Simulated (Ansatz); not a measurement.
# Sb on Ru(0001), hcp start, 2x2 cell: photoemission fingerprints, part 2 of 4

Aim: how the adsorbate changes the work function, the valence spectrum and the core levels in Sb on Ru(0001), hcp start, 2x2 cell. Spin–orbit coupling is left out of the bands throughout.

Ansatz 0.2.0; DFT, PBE, plane-wave PAW, scalar-relativistic; PAW set soft_1.

So far, work function, upper face (eV): step 2 (the clean face) 5.03; step 3 (relaxing the atoms) 4.67.

## Step 4: Bands by layer

The main run: bands along the zone's path, each state's share in the top and middle regions, the DOS and the planar potential. The cell holds 4 small cells, so the bands are unfolded.

Contents of input.yaml:

```yaml
crystal:
  lattice:
    - [5.44, 0.0, 0.0]
    - [2.72, 4.7111781966, 0.0]
    - [0.0, 0.0, 23.17]
  atoms:
    - { symbol: Sb, position: [0.3334717632, 0.3333314363, 0.6899245482] }
    - { symbol: Ru, position: [5.0482e-06, -2.3e-08, 0.5980261659] }
    - { symbol: Ru, position: [0.5081332205, -0.0162625475, 0.5996797715] }
    - { symbol: Ru, position: [-0.0162067613, 0.5081042498, 0.5996827356] }
    - { symbol: Ru, position: [0.5081588824, 0.5081567161, 0.5996770163] }
    - { symbol: Ru, position: [0.8331483173, 0.3337104289, 0.5081923017] }
    - { symbol: Ru, position: [0.3333320951, 0.3333335207, 0.5088969519] }
    - { symbol: Ru, position: [0.833148018, 0.8331444644, 0.508195579] }
    - { symbol: Ru, position: [0.3337132501, 0.833145135, 0.508188833] }
    - { symbol: Ru, position: [0.0, 0.0, 0.416055244] }
    - { symbol: Ru, position: [0.5, 0.0, 0.416055244] }
    - { symbol: Ru, position: [0.0, 0.5, 0.416055244] }
    - { symbol: Ru, position: [0.5, 0.5, 0.416055244] }
    - { symbol: Ru, position: [0.833333333, 0.333333333, 0.323694432] }
    - { symbol: Ru, position: [0.333333333, 0.333333333, 0.323694432] }
    - { symbol: Ru, position: [0.833333333, 0.833333333, 0.323694432] }
    - { symbol: Ru, position: [0.333333333, 0.833333333, 0.323694432] }
kpoints:
  mp_grid: { grid: [12, 12, 1] }
scf:
  occupations: { method: fermi_dirac, width: 0.05 }
  n_extra_bands: 17
hamiltonian:
  xc: pbe
  pseudopotentials: { kind: paw, azcp: { folder: soft_1 } }
output:
  forces: true
  write_potential: true
  volumetric_format: []
  dos:
    projected:
      site_lists:
        adsorbate: [0]
        layer_1: [1, 2, 3, 4]
        layer_2: [5, 6, 7, 8]
        layer_3: [9, 10, 11, 12]
        other_layers: [13, 14, 15, 16]
    de: 0.05
    e_range: [-30, 12]
    method: { smearing: { sigma: 0.15, scheme: gaussian } }
  eigenstates:
    kpoints:
      - [0.33333333, -0.33333333, 0.0]
      - [0.25, -0.375, 0.0]
      - [0.16666667, -0.41666667, 0.0]
      - [0.08333333, -0.45833333, 0.0]
      - [0.0, 0.5, 0.0]
      - [-0.08333333, 0.45833333, 0.0]
      # [... 29 more points ...]
      - [0.25, 0.5, 0.0]
      - [0.29166667, -0.41666667, 0.0]
    e_range: [-8.0, 4.0]
    unfold:
      supercell_matrix: [[2, 0, 0], [0, 2, 0], [0, 0, 1]]
      layers:
        axis: 3
        edges: [0.151057, 0.439087, 0.439187, 0.560337, 0.560437, 0.862561]
efield:
  axis: 3
  dipole_correction: true
```

Command:

```bash
ansatz run input.yaml --threads 8 --pin off --max-ram 40960MiB --backend cuda --events-out ev --progress --plain --runs-dir out
```

Numbers of over 12 decimals in the logs are rounded to 6 here.

What it wrote:

```text
[...]
Crystal: 17 atoms, lattice volume = 593.820 Å³
Basis set: ecut = 420 eV, 11531 PW (Γ), exchange–correlation on 80×80×320 points (8 copies of the dense FFT grid, shifted against one another)
Bands: 153, of which v1, the nominal top of the filled ones, is band 136 counted from 1 (135 counted from 0)
Symmetry: 1 space group operations
[...]
k-points: 74 of 144 (time reversal used)
[...]
SCF iter   1: F=—  HF=-100547.798525 eV  |F-HF|=—  |Δ(HF+E_count)|=         —  Δρ=7.12e-2  dr2=4.28e1  ethr=3.10e-3  p=-0.000 e·Å  D=-6.68e-7 V/Å  ΔV_dip=0.00 eV  dr2_dipole=1.01e0  V_vac-E_F(+/−)=5.90/5.90 eV  ⟨swp⟩=7.4  Hψ=45993  notcnv=0
[...]
SCF iter   6: F=—  HF=-100537.527514 eV  |F-HF|=—  |Δ(HF+E_count)|=   1.27e-3  Δρ=3.14e-4  dr2=1.12e-3  ethr=3.54e-6  p=0.064 e·Å  D=1.94e-2 V/Å  ΔV_dip=-0.45 eV  dr2_dipole=3.73e-4  V_vac-E_F(+/−)=4.67/5.12 eV  ⟨swp⟩=3.3  Hψ=22357  notcnv=0  defer=4
[...]
SCF iter   9: F=—  HF=-100537.526714 eV  |F-HF|=—  |Δ(HF+E_count)|=   3.07e-6  Δρ=1.51e-5  dr2=3.09e-6  ethr=6.16e-9  p=0.059 e·Å  D=1.81e-2 V/Å  ΔV_dip=-0.42 eV  dr2_dipole=4.25e-8  V_vac-E_F(+/−)=4.67/5.09 eV  ⟨swp⟩=2.4  Hψ=18081  notcnv=0  defer=4
[...]
SCF 1 converged in 11 iterations: F = -100537.526716 eV  dr2 = 3.34e-8
[...]
SCF converged after 11 iterations
[...]
```

Run time: 9.7 s. Hardware: 1 × NVIDIA GB200 with 8 threads of Arm Neoverse V2, shared host; peak memory 4.5 GiB.

In the SCF lines HF is the Harris–Foulkes energy and dr2 the Hartree energy of the density residual, in eV; the loop may stop once dr2 is under the threshold and the program's other checks hold. Hψ counts applications of the Hamiltonian.

Numbers from this step:

| Property | Result |
| --- | --- |
| free energy | -100537.5267 eV |
| energy at zero smearing | -100537.4476 eV |
| smearing term TS | 0.1583 eV |
| Fermi energy | 6.198 eV |
| share of occupied states in no projected shell | 0.0122 of the occupied states in the window |
| DOS at the Fermi level | 19.45 states/eV/cell |
| work function, upper face | 4.667 eV |
| work function, lower face | 5.083 eV |

A(k,E), total over k along the path and E. Zero: Fermi level.

Ten even steps from '_' (0.0 eV⁻¹) to '@' (9.9 eV⁻¹), each cell a mean:
```
----::::::--==....::::--**==::::--::::::**==....::--==------
==--::____..::--::..::::::::::......::==--..........::--====
....::--..__::::::::::======--::::----==::::----::::..____..
______..::::::--::::--::....::::..::==--::::......::::..____
::::......::::----::::::--::::::--------....____....::..::::
::::..........::====----::::--------::..........::----==::::
__..::::..::------==--::::::--==++--==----======::::::....__
==--==++++--::==++++**********++****--::--....__....::::::==
----------==--::--**##********##==--++++::..______..::--==--
**==::::--========--++@@@@@@##--====--::::----------::..--++
..::----::----::::--==::....--==::..______________..--==::..
::::::::--====::----__________..==----::....______..::::::::
++++==::....::==::________________::::::............::--==++
++----========::..________________::::::====--::----==----++
::::----::------....__________....__..::::....::::::..::--::
....::--==--::..--::::..____..::::==----....::::..__::::::..
____________....__::::------::::..__..--==--::..::==--..____
______________....__::::::::::..__......::--==++==..________
________________..______....____..__________________________
__________________..__________..____________________________
____________________........::______________________________
________________________..__________________________________
```
Columns: k along the path (Å⁻¹) from 0 to 3.64; rows upwards: E (eV) from -7.7 to 1.08.

A(k,E), top over k along the path and E. Zero: Fermi level.

Ten even steps from '_' (0.00 eV⁻¹) to '@' (2.79 eV⁻¹), each cell a mean:
```
::::......::::..::::::--++==::::--::::::++--......::::::::::
--::..____..--::::..................::++::..........::------
..::::::....::::::::::==++++--::::--==----::------::..__....
____....::::::----::--::....::::..::--::::::::..::::::..____
::::::::::::::::::::::::--::::::--------............::::::::
..::::::::....::++====--..::----====--::::......::--::::::..
..........::------**::--------++==::--==--======::::--::....
....::::====--======##++==++******++--::::......::::::--::..
++######==--------++++##%%##++++----==--..________..--==**++
@@**----==++--====----========--======--------------::..==@@
..--------======::::::..____::::......____________..::==--..
......::--====::::..__________..::::::......______..........
::::::::......--..________________..::::..............::--::
::::::::::::......________________::::::----....::::==--::::
....::......::::..::__________..::__..::::::..::::==........
____....::......::::::..____::::--::::::..::----::__......__
__________________..--======--::______..::::......::..______
______________________..::..______________..::::..__________
____________________________________________________________
____________________________________________________________
____________________________________________________________
____________________________________________________________
```
Columns: k along the path (Å⁻¹) from 0 to 3.64; rows upwards: E (eV) from -7.7 to 1.08.

A(k,E), middle over k along the path and E. Zero: Fermi level.

Ten even steps from '0' (0.01 eV⁻¹) to '9' (4.26 eV⁻¹), each cell a mean:
```
321112211111321111113210122223
111000111111111100012000001111
001100111111111111121111110000
000011111110001111221100001000
110011111111211111110000000011
211000011122122112100001122212
001111232211111222211333111000
001132124322222243112100111100
001111212553434632442000001110
221111222258996222212333321022
001211111242113420000000012310
121122113300000143211000011121
543110132000000002210111101245
533434320000000000112221222235
223323330000000000000000000332
222444212100000013320000003322
000000110210000210134311254200
000000011022112102212455520000
000000001000110020000000000000
000000000100000100000000000000
000000000022112000000000000000
000000000000100000000000000000
```
Columns: k along the path (Å⁻¹) from 0 to 3.64; rows upwards: E (eV) from -7.7 to 1.08.

A(k,E), bottom over k along the path and E. Zero: Fermi level.

Ten even steps from '0' (0.0 eV⁻¹) to '9' (4.3 eV⁻¹), each cell a mean:
```
332224511223742332237411256333
553101232222232111254111111455
002321222235554223453233321000
000133333232113223433211122100
221112344322222334331100113122
221000125533223443211111223522
012222333532223564543444221220
867873236678987677433110112248
332245423676656732452000012343
432235654358996444212333332134
013322222342013431000000013420
232344433200000134321100012232
554311242000000002231111112455
433444421000000002224533444334
123223331200000120122123221221
111232113221002223321122102211
000000000223332210123211243100
000000000022222101101344410000
000000001000110010000000000000
000000000100000100000000000000
000000000011111000000000000000
000000000000100000000000000000
```
Columns: k along the path (Å⁻¹) from 0 to 3.64; rows upwards: E (eV) from -7.7 to 1.08.

Peaks of A(k,E) at the labelled points: for each region the eleven nearest the zero at most, each over 6 % of that point's highest, less those above the energy where the solved bands run out; weight and spread sum the levels within three half widths or 0.3 eV, so near peaks share levels. Peaks of the spectral function, the first 40 of 115 rows:

| point | weight on | E (eV) | A (1/eV) | weight near the peak | rms spread of levels (eV) |
| --- | --- | --- | --- | --- | --- |
| K | total | -2.04 | 12.54 | 2.238 | 0.074 |
| K | total | -1.8 | 1.429 | 2.251 | 0.088 |
| K | total | -1.28 | 2.081 | 1.219 | 0.073 |
| K | total | -1.14 | 6.366 | 1.2 | 0.063 |
| K | total | -0.72 | 4.222 | 0.928 | 0.057 |
| K | total | -0.64 | 3.042 | 1.004 | 0.095 |
| K | total | -0.4 | 0.844 | 0.439 | 0.119 |
| K | total | 0.38 | 7.37 | 2.218 | 0.126 |
| K | total | 0.62 | 7.159 | 2.783 | 0.176 |
| K | total | 0.84 | 4.133 | 2.688 | 0.221 |
| K | top | -2.5 | 5.315 | 1.707 | 0.105 |
| K | top | -2.08 | 0.618 | 0.223 | 0.209 |
| K | top | -1.78 | 0.669 | 0.23 | 0.16 |
| K | top | -1.7 | 0.744 | 0.179 | 0.095 |
| K | top | -1.3 | 1.058 | 0.286 | 0.095 |
| K | top | -1.14 | 0.848 | 0.269 | 0.079 |
| K | top | -0.72 | 1.268 | 0.293 | 0.075 |
| K | top | 0.38 | 3.51 | 0.624 | 0.078 |
| K | top | 0.64 | 0.442 | 0.789 | 0.201 |
| K | top | 0.84 | 1.041 | 0.258 | 0.112 |
| K | middle | -3.9 | 4.97 | 1.297 | 0.107 |
| K | middle | -3.78 | 3.638 | 1.193 | 0.066 |
| K | middle | -3.28 | 0.397 | 0.05 | 0.056 |
| K | middle | -2.62 | 3.123 | 0.639 | 0.067 |
| K | middle | -1.14 | 2.611 | 0.436 | 0.034 |
| K | middle | -0.72 | 1.1 | 0.233 | 0.047 |
| K | middle | -0.64 | 0.808 | 0.248 | 0.083 |
| K | middle | 0.38 | 2.064 | 0.376 | 0.083 |
| K | middle | 0.62 | 0.47 | 0.576 | 0.214 |
| K | middle | 0.84 | 1.372 | 0.541 | 0.169 |
| K | bottom | -4.18 | 2.076 | 1.026 | 0.139 |
| K | bottom | -3.76 | 8.061 | 1.455 | 0.031 |
| K | bottom | -2.62 | 4.563 | 0.946 | 0.068 |
| K | bottom | -2.04 | 11.74 | 1.949 | 0.016 |
| K | bottom | -1.14 | 2.906 | 0.495 | 0.047 |
| K | bottom | -0.72 | 1.852 | 0.401 | 0.047 |
| K | bottom | -0.64 | 1.422 | 0.439 | 0.091 |
| K | bottom | 0.4 | 1.959 | 1.217 | 0.092 |
| K | bottom | 0.62 | 6.277 | 1.416 | 0.124 |
| K | bottom | 0.84 | 1.718 | 1.887 | 0.235 |

The DOS has structure finer than the step of the table below, so its rows give means over 1 eV, whole bins alone (the curve runs from -30.0 to 0.825 eV). Peaks (eV: height): total -28.4: 34.9, -5.1: 22.5, -4.4: 24.0, -2.0: 32.9; Ru 4d -5.1: 18.4, -4.1: 21.7, -2.0: 30.0; Ru 5s -5.2: 3.58, -4.5: 2.44, -3.5: 1.39, -1.7: 2.01; Sb 5p -2.8: 0.969, -1.7: 1.04, -1.2: 0.975; Ru 5p* -5.1: 0.353, -4.1: 0.487, -1.8: 0.818, -0.5: 0.591.

* holds the states left over by the projection beside any projected weight of its own. Table of DOS by E, zero at the Fermi level; means over each step; values in states/eV/cell:

```csv
E (eV),total,Ru 4d,Ru 5s,Sb 5p,Ru 5p*,Sb 5s,Sb 4d
-29,2.04,9.2e-4,3.4e-4,9.9e-6,2.3e-4,0,2.03
-28,7.96,0.00403,0.00142,3.7e-5,0.00103,0,7.96
-27,0,0,0,0,0,0,0
-26,0,0,0,0,0,0,0
-25,0,0,0,0,0,0,0
-24,0,0,0,0,0,0,0
-23,0,0,0,0,0,0,0
-22,0,0,0,0,0,0,0
-21,0,0,0,0,0,0,0
-20,0,0,0,0,0,0,0
-19,0,0,0,0,0,0,0
-18,0,0,0,0,0,0,0
-17,0,0,0,0,0,0,0
-16,0,0,0,0,0,0,0
-15,0,0,0,0,0,0,0
-14,0,0,0,0,0,0,0
-13,0,0,0,0,0,0,0
-12,0,0,0,0,0,0,0
-11,0,0,0,0,0,0,0
-10,2.1e-4,0,4.7e-5,2.7e-6,1.4e-6,1.4e-4,0
-9,2.00,0.195,0.311,0.0245,0.0183,1.45,2.4e-4
-8,0.00709,1.6e-4,0.00620,8.5e-6,1.1e-4,6.0e-4,0
-7,0.815,0.0246,0.748,6.6e-4,0.0209,0.0206,0
-6,7.94,5.72,2.05,0.0164,0.116,0.0411,2.0e-4
-5,19.9,16.6,2.77,0.0948,0.313,0.0808,7.2e-4
-4,21.0,19.0,1.36,0.169,0.418,0.0508,7.9e-4
-3,22.2,20.0,1.06,0.671,0.382,0.0889,0.00119
-2,29.3,26.4,1.40,0.863,0.624,0.0588,0.00103
-1,20.2,17.5,1.17,0.901,0.572,0.0219,4.7e-4
0,19.1,17.0,1.01,0.597,0.501,0.0122,3.6e-4
```

Simulated valence spectra by photon energy, shown to 13 eV, since a deeper line would dwarf them at some energies; the 100 % can be that line's tail at the edge; this run's widths, added to any smearing of the DOS itself: Gaussian 0.1 eV, Lorentzian 0.1 eV. Intensity against binding energy, zero at the Fermi level; values in % of the maximum within 13 eV:

```
binding energy (eV)  21.2 eV  100 eV  1486.7 eV  2150 eV  5414.7 eV
               -1.0    0.927   0.928      0.924    0.927      0.949
               -0.5     1.97    1.91       1.96     1.97       2.01
                0.0     30.1    27.9       30.1     30.2       30.7
                0.5     58.8    56.6       58.3     58.5       60.1
                1.0     58.3    57.7       57.5     57.8       59.9
                1.5     83.8    79.4       83.5     83.7       85.5
                2.0     99.6    90.2       99.6     99.6       99.3
                2.5     90.5    87.7       87.5     87.1       86.8
                3.0     71.1    69.2       69.2     69.1       69.4
                3.5     59.1    53.2       59.4     59.4       59.8
                4.0     70.8    61.6       70.3     69.9       68.4
                4.5     67.4    61.2       67.6     67.6       69.1
                5.0     62.3    58.9       63.0     63.3       67.1
                5.5     52.6    49.4       54.4     54.8       59.6
                6.0     15.4    16.3       16.7     17.3       21.4
                6.5     1.81    4.03       2.52     2.89       5.60
                7.0    0.883    3.17       1.53     1.86       4.30
                7.5    0.531    1.35      0.705    0.789       1.41
                8.0    0.389    1.27      0.499    0.544      0.884
                8.5    0.423    5.27      0.969     1.21       2.94
                9.0     2.94    93.9       13.1     17.6       50.2
                9.5    0.289    3.90      0.695    0.870       2.15
               10.0    0.175   0.970      0.264    0.299      0.558
               10.5    0.140   0.550      0.185    0.201      0.318
               11.0    0.119   0.402      0.149    0.158      0.225
               11.5        -   0.332      0.126    0.132      0.176
               12.0        -   0.294      0.110    0.114      0.146
               12.5        -   0.272     0.0982    0.101      0.125
```

[end of part 2 of 4]

[Logs are printed without paths, hosts, clocks, repeated set-up lines and the standing remarks that a program may print on its own settings, such as how far it seeks lower states.]

[Hosts, paths, dates, database ids (printed as entryN), source tags and the programs' standing remarks are cut or masked in the printed files.]

[Maps of the electrostatic potential energy from Ansatz leave out the sawtooth potential of an applied field or a dipole correction, so their vacuum need not be flat; work functions include it.]
